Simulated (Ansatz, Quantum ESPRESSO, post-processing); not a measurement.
# Ballistic transmission: vacuum gap of 6.0 Å between two Au(100) faces, part 3 of 3

How well does the junction conduct in the ballistic limit? It is: vacuum gap of 6.0 Å between two Au(100) faces.

Quantum ESPRESSO 7.5; plane-wave DFT, PBE, JTH PAW pseudopotentials; cross-check by Ansatz 0.2.0 with PAW datasets.

So far. Step 2 (Ground state): The run needed 17 iterations to bring the estimated error under 1e-07 Ry; the largest force on any atom, held or free, is 0.12 eV/Å. Step 3 (The open system): At no point does T exceed the number of channels.

## (4) Transmission with pwcond.x, with nz1 = 1

Level of this step: transmission by pwcond, lead and junction from one cell; plane-wave DFT, PBE, JTH PAW pseudopotentials (Quantum ESPRESSO).

A sensitivity test on the input.

The input, cond.w.in:

```
&inputcond
  outdir = './out'
  prefixt = 'scf'
  tran_file = 'cond.w.dat'
  bdl = 2.8284271247
  bds = 9.8130142511
  ikind = 1
  ewind = 4.0
  epsproj = 1e-05
  nz1 = 1
  energy0 = 0.4
  denergy = -0.4
/
21
  0.00000000 0.00000000 0.01000000
  0.00000000 0.10000000 0.04000000
  0.00000000 0.20000000 0.04000000
  0.00000000 0.30000000 0.04000000
  0.00000000 0.40000000 0.04000000
  0.00000000 0.50000000 0.02000000
  0.10000000 0.10000000 0.04000000
  0.10000000 0.20000000 0.08000000
  0.10000000 0.30000000 0.08000000
  0.10000000 0.40000000 0.08000000
  0.10000000 0.50000000 0.04000000
  0.20000000 0.20000000 0.04000000
  0.20000000 0.30000000 0.08000000
  0.20000000 0.40000000 0.08000000
  0.20000000 0.50000000 0.04000000
  0.30000000 0.30000000 0.04000000
  0.30000000 0.40000000 0.08000000
  0.30000000 0.50000000 0.04000000
  0.40000000 0.40000000 0.04000000
  0.40000000 0.50000000 0.04000000
  0.50000000 0.50000000 0.01000000
3
```

Launch:

```
> OMP_NUM_THREADS=1 mpirun -n 4 pwcond.x -in cond.w.in > cond.w.out
```

Numbers of over 12 decimals in the logs are rounded to 6 here.

Log:

```text
[banner, memory and clock lines left out]
Program PWCOND v.7.5 starts
[citation notice left out]

[...]
./out/scf.save/
     file Au.GGA_PBE-JTH.UPF: wavefunction(s)  6S 0S 6P 0P 5D 0D renormalized

     IMPORTANT: XC functional enforced from input :
     Exchange-correlation= PBE
                           (   1   4   3   4   0   0   0)
     Any further DFT definition will be discarded
     Please, verify this is what you really want

     Reading collected, re-writing distributed wavefunctions

===== INPUT FILE containing all the regions =====

     GEOMETRY:

     lattice parameter (alat)  =       5.5721  a.u.
     the volume                =    1697.7049 (a.u.)^3
     the cross section         =      31.0484 (a.u.)^2
     l of the unit cell        =       9.8130 (alat)
     number of atoms/cell      =           12
     number of atomic types    =            1

     crystal axes: (cart. coord. in units of alat)
               a(1) = (  1.0000  0.0000  0.0000 )
               a(2) = (  0.0000  1.0000  0.0000 )
               a(3) = (  0.0000  0.0000  9.8130 )

   Cartesian axes

     site n.     atom                  positions (alat units)
          1        Au     tau(  1)=(  0.0000  0.0000  9.8130  )
          2        Au     tau(  2)=(  0.5000  0.5000  0.7071  )
          3        Au     tau(  3)=(  0.0000  0.0000  1.4142  )
          4        Au     tau(  4)=(  0.5000  0.5000  2.1213  )
          5        Au     tau(  5)=(  0.0000  0.0000  2.8284  )
          6        Au     tau(  6)=(  0.5000  0.5000  3.5355  )
          7        Au     tau(  7)=(  0.0000  0.0000  5.5704  )
          8        Au     tau(  8)=(  0.5000  0.5000  6.2775  )
          9        Au     tau(  9)=(  0.0000  0.0000  6.9846  )
         10        Au     tau( 10)=(  0.5000  0.5000  7.6917  )
         11        Au     tau( 11)=(  0.0000  0.0000  8.3988  )
         12        Au     tau( 12)=(  0.5000  0.5000  9.1059  )

     nr1s                      =           24
     nr2s                      =           24
     nr3s                      =          240
     nr1sx                     =           24
     nr2sx                     =           24
     nr3sx                     =          240
     nr1                       =           36
     nr2                       =           36
     nr3                       =          360
     nr1x                      =           36
     nr2x                      =           36
     nr3x                      =          360

 _______________________________
  Radii of nonlocal spheres:

     type       ibeta     ang. mom.          radius (alat units)
       Au         1         0                    0.4551
       Au         2         0                    0.4551
       Au         3         1                    0.4551
       Au         4         1                    0.4551
       Au         5         2                    0.4551
       Au         6         2                    0.4551
----- General information -----

--- T calc. with identical leads (ikind=1) ---

     nrx                       =           24
     nry                       =           24
     nz1                       =            1

     energy0               =         4.0E-01
     denergy               =        -4.0E-01
     nenergy               =          3
     ecut2d                =         4.5E+01
     ewind                 =         4.0E+00
     epsproj               =         1.0E-05

     number of k_|| points=   21
                       cryst. coord.
        k(    1) = (   0.0000000   0.0000000), wk =   0.0100000
        k(    2) = (   0.0000000   0.1000000), wk =   0.0400000
[...]
k(   21) = (   0.5000000   0.5000000), wk =   0.0100000
----- Information about left/right lead -----

     nocros                   =           18
     noins                    =           54
     norb                     =           90
     norbf                    =          162
     nrz                      =           69

      iorb      type   ibeta   ang. mom.   m       position (alat)
        1        1       1        0        1   taunew(   1)=(  0.0000  0.0000  0.0000)
        2        1       2        0        1   taunew(   2)=(  0.0000  0.0000  0.0000)
[...]
90        1       6        2        5   taunew(  90)=(  0.0000  0.0000  2.8284)
----- Information about scattering region -----

     noins                    =          126
     norb                     =          162
     norbf                    =          162
     nrz                      =          171

      iorb      type   ibeta   ang. mom.   m       position (alat)
        1        1       1        0        1   taunew(   1)=(  0.0000  0.0000  0.0000)
        2        1       2        0        1   taunew(   2)=(  0.0000  0.0000  0.0000)
[...]
162        1       6        2        5   taunew( 162)=(  0.0000  0.0000  6.9846)
 ngper, shell number =          109          18
 ngper, n2d =          109          55
---  E-Ef =    0.4000000  k =    0.0000000   0.0000000
---  ie =          1  ik =          1
 Nchannels of the left tip =            1
 Right moving states:
   k1(2pi/a)   k2(2pi/a)   E-Ef (eV)
  -0.2087732  -0.0000186   0.4000000
 Left moving states:
   k1(2pi/a)   k2(2pi/a)   E-Ef (eV)
   0.2087732  -0.0000186   0.4000000

 to transmit
 Band j to band i transmissions and reflections:
    j         i     |T_ij|^2    |R_ij|^2

    1 -->     1     0.06140     0.93860
   Total T_j, R_j =    0.06140  0.93860

E-Ef(ev), T(x2 spins) =    0.4000000   0.1228011
---  E-Ef =    0.0000000  k =    0.0000000   0.0000000
---  ie =          2  ik =          1
 Nchannels of the left tip =            1
 Right moving states:
   k1(2pi/a)   k2(2pi/a)   E-Ef (eV)
  -0.2668598  -0.0000187   0.0000000
 Left moving states:
   k1(2pi/a)   k2(2pi/a)   E-Ef (eV)
   0.2668598  -0.0000187   0.0000000

 to transmit
 Band j to band i transmissions and reflections:
    j         i     |T_ij|^2    |R_ij|^2

    1 -->     1     0.03430     0.96570
   Total T_j, R_j =    0.03430  0.96570

E-Ef(ev), T(x2 spins) =    0.0000000   0.0685921
---  E-Ef =   -0.4000000  k =    0.0000000   0.0000000
---  ie =          3  ik =          1
 Nchannels of the left tip =            1
 Right moving states:
   k1(2pi/a)   k2(2pi/a)   E-Ef (eV)
  -0.3223914  -0.0000189  -0.4000000
 Left moving states:
   k1(2pi/a)   k2(2pi/a)   E-Ef (eV)
   0.3223914  -0.0000189  -0.4000000

 to transmit
 Band j to band i transmissions and reflections:
    j         i     |T_ij|^2    |R_ij|^2

    1 -->     1     0.02111     0.97889
   Total T_j, R_j =    0.02111  0.97889

E-Ef(ev), T(x2 spins) =   -0.4000000   0.0422262
 ngper, shell number =          110          57
 ngper, n2d =          110          57
[... further energies and points left out ...]
---  E-Ef =    0.4000000  k =    0.5000000   0.5000000
---  ie =          1  ik =         21
 Nchannels of the left tip =            0
 Right moving states:
   k1(2pi/a)   k2(2pi/a)   E-Ef (eV)
 Left moving states:
   k1(2pi/a)   k2(2pi/a)   E-Ef (eV)

 to transmit
          E-Ef(ev), T =    0.4000000   0.0000000
---  E-Ef =    0.0000000  k =    0.5000000   0.5000000
---  ie =          2  ik =         21
 Nchannels of the left tip =            0
 Right moving states:
   k1(2pi/a)   k2(2pi/a)   E-Ef (eV)
 Left moving states:
   k1(2pi/a)   k2(2pi/a)   E-Ef (eV)

 to transmit
          E-Ef(ev), T =    0.0000000   0.0000000
---  E-Ef =   -0.4000000  k =    0.5000000   0.5000000
---  ie =          3  ik =         21
 Nchannels of the left tip =            0
 Right moving states:
   k1(2pi/a)   k2(2pi/a)   E-Ef (eV)
 Left moving states:
   k1(2pi/a)   k2(2pi/a)   E-Ef (eV)

 to transmit
          E-Ef(ev), T =   -0.4000000   0.0000000
   T_tot     0.40000      0.12053E-01
   T_tot     0.00000      0.84613E-02
   T_tot    -0.40000      0.62214E-02

[...]
```

Elapsed: 33 s, on 4 MPI ranks of Intel Xeon 6975P-C (Granite Rapids), shared host; peak memory 0.31 GiB; 2.2 min of CPU time.

The changed values were drawn from a wide range, not chosen for quality; the comparison shows what they did here together.

Beside the run it was changed from:

| quantity | this run | unchanged run | difference |
| --- | --- | --- | --- |
| transmission at the Fermi level, one spin | 0.004231 | 0.004136 | 9.5e-5 |
| lead channels at the Fermi level, one spin | 0.85 | 0.89 | -0.040 |
| wall time (s) | 33 | 62 |  |

Over all energies T moves by up to 1.5e-4, at 0.4 eV.

The physical values in this table move by up to 4.5 %.

## (5) The same in Ansatz

A second code with its own PAW datasets, on the same atoms.

Level of this step: plane-wave DFT, PBE, Ansatz PAW (Ansatz 0.2.0).

The input, input.yaml:

```yaml
crystal:
  lattice:
    - [2.9486352775, 0.0, 0.0]
    - [0.0, 2.9486352775, 0.0]
    - [0.0, 0.0, 28.935]
  atoms:
    - { symbol: Au, position: [0.0, 0.0, 0.0] }
    - { symbol: Au, position: [0.5, 0.5, 0.0720580612] }
    - { symbol: Au, position: [0.0, 0.0, 0.1441161223] }
    - { symbol: Au, position: [0.5, 0.5, 0.2161741835] }
    - { symbol: Au, position: [0.0, 0.0, 0.2882322447] }
    - { symbol: Au, position: [0.5, 0.5, 0.3602903059] }
    - { symbol: Au, position: [0.0, 0.0, 0.567651633] }
    - { symbol: Au, position: [0.5, 0.5, 0.6397096941] }
    - { symbol: Au, position: [0.0, 0.0, 0.7117677553] }
    - { symbol: Au, position: [0.5, 0.5, 0.7838258165] }
    - { symbol: Au, position: [0.0, 0.0, 0.8558838777] }
    - { symbol: Au, position: [0.5, 0.5, 0.9279419388] }
kpoints:
  mp_grid: { grid: [8, 8, 1] }
hamiltonian:
  xc: pbe
scf:
  occupations: { method: fermi_dirac, width: 0.1 }
  convergence: { dr2_threshold: 1.0e-08 }
output:
  transmission: { leads: [[0, 2]], e_range: [-0.4, 0.4], de: 0.4, kmesh: [10, 10] }
  write_potential: true
  write_density: true
  volumetric_format: npy
```

Launch:

```
> ansatz run input.yaml --threads 4 --pin off --max-ram 8192MiB --backend cpu --events-out ev --progress --plain --runs-dir out
```

Log:

```text
Engine: ansatz 0.2.0, x86_64-unknown-linux-gnu
Pseudopotentials: kind: paw
Pseudopotential: Au, paw, valence charge 19, recommended cutoff 420 eV (normal), Au.paw.azcp
Functional definition: PBE
  parameter kappa = 0.804
  parameter beta = 0.066725
  exchange = pbe_x(kappa = kappa, mu = beta*pi^2/3)
  correlation = pbe_c(beta = beta)
Crystal: 12 atoms, lattice volume = 251.574 Å³
Basis set: ecut = 420 eV, 4821 PW (Γ)
Bands: 137, of which v1, the nominal top of the filled ones, is band 114 counted from 1 (113 counted from 0)
Symmetry: 16 space group operations
Space group: P4/nmm (ITA 129), of the structure as read, at distance tolerance 6.3e-5 Å
k-points: 15 of 64
Non-local potential: Au, projectors of the file, l = 0: 3, l = 1: 2, l = 2: 2, l = 3: 1
PAW form: soft (Blöchl's): semilocal exchange-correlation on the pseudo side does not see the compensation charge
PAW one-centre angular grid: Au, 590 points (default); XC on 64 Gauss nodes
Initial density: superposition of atomic densities (neutral atoms: chi_scale 0, normalization atom), corrected by the library's trained network
Initial wavefunctions: pseudopotential atomic-orbital guess
Functional: x = pbe(κ = 0.804, μ = 0.219515), c = pbe(β = 0.066725)
SCF iter   1: F=—  HF=-157790.996544 eV  |F-HF|=—  |Δ(HF+E_count)|=         —  Δρ=4.32e-3  dr2=3.56e0  ethr=1.77e-3  ⟨swp⟩=5.3  Hψ=6993  notcnv=0  defer=106
preconditioner: auto → LDOS  [metal: Δε(μ)=0.065 eV  Ē_g=9.628 eV  σ=0.100 eV  W_gap=0.16  n_scr=84 (ndim 8)  ℏωp=26.9 eV  f_vac=0.116  D(μ)=4.25/eV (n_scr^D=16)  β→1.0]
SCF iter   2: F=—  HF=-157790.929562 eV  |F-HF|=—  |Δ(HF+E_count)|=   6.70e-2  Δρ=2.23e-3  dr2=4.34e-2  ethr=1.56e-3  ⟨swp⟩=1.4  Hψ=2388  notcnv=0  defer=117
SCF iter   3: F=—  HF=-157790.923493 eV  |F-HF|=—  |Δ(HF+E_count)|=   6.07e-3  Δρ=1.06e-3  dr2=7.02e-3  ethr=1.90e-5  ⟨swp⟩=2.3  Hψ=3056  notcnv=0  defer=125
SCF iter   4: F=—  HF=-157790.922099 eV  |F-HF|=—  |Δ(HF+E_count)|=   1.39e-3  Δρ=2.77e-4  dr2=3.41e-4  ethr=3.08e-6  ⟨swp⟩=2.3  Hψ=2962  notcnv=0  defer=125
SCF iter   5: F=—  HF=-157790.922038 eV  |F-HF|=—  |Δ(HF+E_count)|=   6.12e-5  Δρ=6.04e-5  dr2=1.07e-5  ethr=1.49e-7  ⟨swp⟩=2.4  Hψ=2854  notcnv=0  defer=125
SCF iter   6: F=—  HF=-157790.921276 eV  |F-HF|=—  |Δ(HF+E_count)|=   7.62e-4  Δρ=2.30e-5  dr2=2.02e-6  ethr=4.71e-9  ⟨swp⟩=2.4  Hψ=3106  notcnv=0  defer=123
SCF iter   7: F=—  HF=-157790.921276 eV  |F-HF|=—  |Δ(HF+E_count)|=   1.64e-7  Δρ=5.57e-6  dr2=7.05e-8  ethr=8.86e-10  ⟨swp⟩=2.0  Hψ=2856  notcnv=0  defer=123
SCF iter   8: F=-157790.921276 eV  HF=-157790.921276 eV  |F-HF|=3.61e-9  |Δ(HF+E_count)|=   4.49e-8  Δρ=1.65e-6  dr2=9.90e-9  ethr=4.39e-12  ⟨swp⟩=11.3  Hψ=8429  notcnv=0
SCF 1 converged in 8 iterations: F = -157790.921276 eV  dr2 = 9.90e-9
  greatest PAW one-centre occupation: 1.000 electrons in one spin orbital (limit 2), on the Au atom at site 8 (counted from 0), in its partial waves of l = 0
transmission: 92 of 903 steps passed
transmission: 181 of 903 steps passed
[...]
transmission: 903 of 903 steps passed
SCF converged after 8 iterations
Free energy (F): -157790.921276 eV
Harris-Foulkes:  -157790.921276 eV  (|F-HF|=3.61e-9)
Internal energy: -157790.788005 eV  (E = F + TS)
E sigma→0 (E₀):  -157790.854641 eV
Entropy (-TS):   -0.133271 eV (-11.106 meV/atom)
Fermi energy:    15.706668 eV
--- Per-component energies (eV) ---
  E_band       = -3526.823965
  E_kinetic    = 7246.651594
  E_local      = -70842.940858  (includes V_loc(G=0)·N_el)
  E_nonlocal   = 893.696065
  E_hartree    = 33404.769090
  E_xc         = -2728.578956
  E_vxc        = -3292.262206  (∫ρ·V_xc dr)
  E_paw        = -116482.140222  (= ΣΔE_a)
  E_vpaw       = -4341.516999  (= ΣTr[D̂ρ^β])
  E_aug_tail   = 0.016622  (compensation charges beyond the density's cutoff)
  E_ewald      = -9282.261342
  E_smearing   = -0.133271  (= −TS)
  E_closure    = -0.000000  (closes the sum)
  Σ components = -157790.921276   (vs F -157790.921276, Δ=0.00e0)
--- Band table (eV; the first three rows and the last of 15) ---
  k-point 0: bands = [... 110 lower, 13.7402, 13.8261, 13.8270, 13.9377, 13.9377, 14.0368, 14.0368, 14.5069, ... 19 higher]
  k-point 1: bands = [... 110 lower, 13.6917, 13.7893, 13.8924, 13.8963, 13.9713, 13.9802, 14.5362, 15.4928, ... 19 higher]
  k-point 2: bands = [... 110 lower, 13.7993, 13.8155, 13.8823, 13.8855, 14.0238, 14.8395, 15.7266, 16.8368, ... 19 higher]
  k-point 14: bands = [... 110 lower, 17.6894, 17.6894, 18.4597, 18.4597, 19.3396, 19.3396, 20.1533, 20.1533, ... 19 higher]
--- Transmission ---
  basis      : 69 plane waves across, 43 finite elements along
  points     : 21, standing for a mesh of 10 x 10
  energies   : 3 from -0.400000 to 0.400000 eV about the Fermi level, 0.400000 eV apart; the leads are filled to 0.000000 eV, and channels, transmission and decay are at 0.000000 eV
  crystal 0  : Au2, at the sites [0, 2], period 4.1700 Å, over 25.02 Å; its Hamiltonian steps by up to 6.2 meV
    offset         : up to 0.0000 Å between an atom of the period and one for which it stands
    channels       : 9.700000e-1 a spin
    conductance    : none, the energies end too early or step too widely for 300 K: set another output.transmission.e_range or a lower de, or, where they end at an eighth of basis.ecutwfc, a higher one
    slowest decay  : 0.1655 /Å at (0.5000, 0.3000)
  junction   : crystal 0 to crystal 0, -0.34 to 24.42 Å
    transmission   : 4.285858e-3 a spin
    conductance    : none, the energies end too early or step too widely for 300 K: set another output.transmission.e_range or a lower de, or, where they end at an eighth of basis.ecutwfc, a higher one
```

Elapsed: 11 s, on 4 threads; peak memory 1.2 GiB.

Numbers from this step:

```
free energy                                  : -157790.9213 eV
energy at zero smearing                      : -157790.8546 eV
smearing term TS                             : 0.1333 eV
Fermi energy                                 : 15.71 eV
symmetry operations                          : 16
transmission at the Fermi level, one spin    : 0.004286
lead channels at the Fermi level, one spin   : 0.97
step of the lead's Hamiltonian over a period : 6.2 meV
```

Per spin; mean over the k mesh across the current. Transmission, zone mean against energy, zero at the Fermi level:

| energy (eV) | transmission, zone mean |
| --- | --- |
| -0.400 | 0.00310 |
| 0.000 | 0.00429 |
| 0.400 | 0.00624 |

Per spin; mean over the k mesh across the current. Open channels, zone mean against energy, zero at the Fermi level:

| energy (eV) | open channels, zone mean |
| --- | --- |
| -0.400 | 0.85 |
| 0.000 | 0.97 |
| 0.400 | 0.97 |

Ansatz finds T = 0.00429 against pwcond's 0.00414.

## (6) All levels side by side

All levels:

| step | T at the Fermi level (per spin) | conductance (G0) | r.m.s. T(E) from the first | CPU time of the step (s) | peak memory (GiB) |
| --- | --- | --- | --- | --- | --- |
| Ansatz | 0.004286 | - | 0 | 36.65 | 1.153 |
| pwcond | 0.004136 | 0.004136 | 2.32e-4 | 245.9 | 0.75 |
| pwcond, changed setting | 0.004231 | 0.004231 | 1.26e-4 | 132.4 | 0.31 |

Per spin; mean over the k mesh across the current. Table of transmission, zone mean by energy, zero at the Fermi level:

| energy (eV) | Ansatz | pwcond | pwcond, changed setting |
| --- | --- | --- | --- |
| -0.400 | 0.00310 | 0.00299 | 0.00311 |
| 0.000 | 0.00429 | 0.00414 | 0.00423 |
| 0.400 | 0.00624 | 0.00588 | 0.00603 |

## (7) The arithmetic

The Landauer sum over the mesh, Σ w T = 0.0400 × 0.0234 + 0.0400 × 0.0164 + 0.0800 × 0.0081 + … = 0.004136.

G = 0.00414 × 77.48 µS = 0.32 µS a cell. Times the area of 8.694 Å², the resistance-area product is A/G = 271 fΩ m², the leads' contact resistance included.

Free electrons at 1 an atom (4 atoms in 72.5 Å³) have k_F = 1.178 1/Å and offer A k_F²/4π = 0.96 channels per spin; the lead has 0.89 on this mesh.

## (8) Outcome

```
conductance from T at the Fermi level, a cell (G₀ = 2e²/h) : 0.00414 G₀
conductance per area                                       : 3.69 S/μm²
lead channels per spin                                     : 0.89
the same conductance by Ansatz                             : 0.00429 G₀
```

The junction conducts 0.00414 G₀ a cell at the Fermi level (PBE, JTH PAW). At the Fermi level the junction passes 0.46 % of what the leads offer, the tunnelling regime. At the Fermi level pwcond and Ansatz differ by 3.5 %, a close match. The codes count unlike numbers of lead channels on 4 % of the mesh. Points with over 2.5 times the mean carry 57 % of T, so the mean leans on few points, and the mesh was not tested. Over -0.4 to 0.4 eV, T lies between 0.0030 and 0.0059 per spin. The geometry is as built, not relaxed, and the leads are short. Semilocal functionals lack the image potential in a vacuum gap. Spin-orbit coupling is left out; depending on the atoms that carry the levels of interest, it can split and shift them by tenths of an eV to an eV or more.

[Logs are printed without paths, hosts, clocks, repeated set-up lines and the standing remarks that a program may print on its own settings, such as how far it seeks lower states.]

[Hosts, paths, dates, database ids (printed as entryN), source tags and the programs' standing remarks are cut or masked in the printed files.]

[Maps of the electrostatic potential energy from Ansatz leave out the sawtooth potential of an applied field or a dipole correction, so their vacuum need not be flat; planar profiles and work functions include it.]
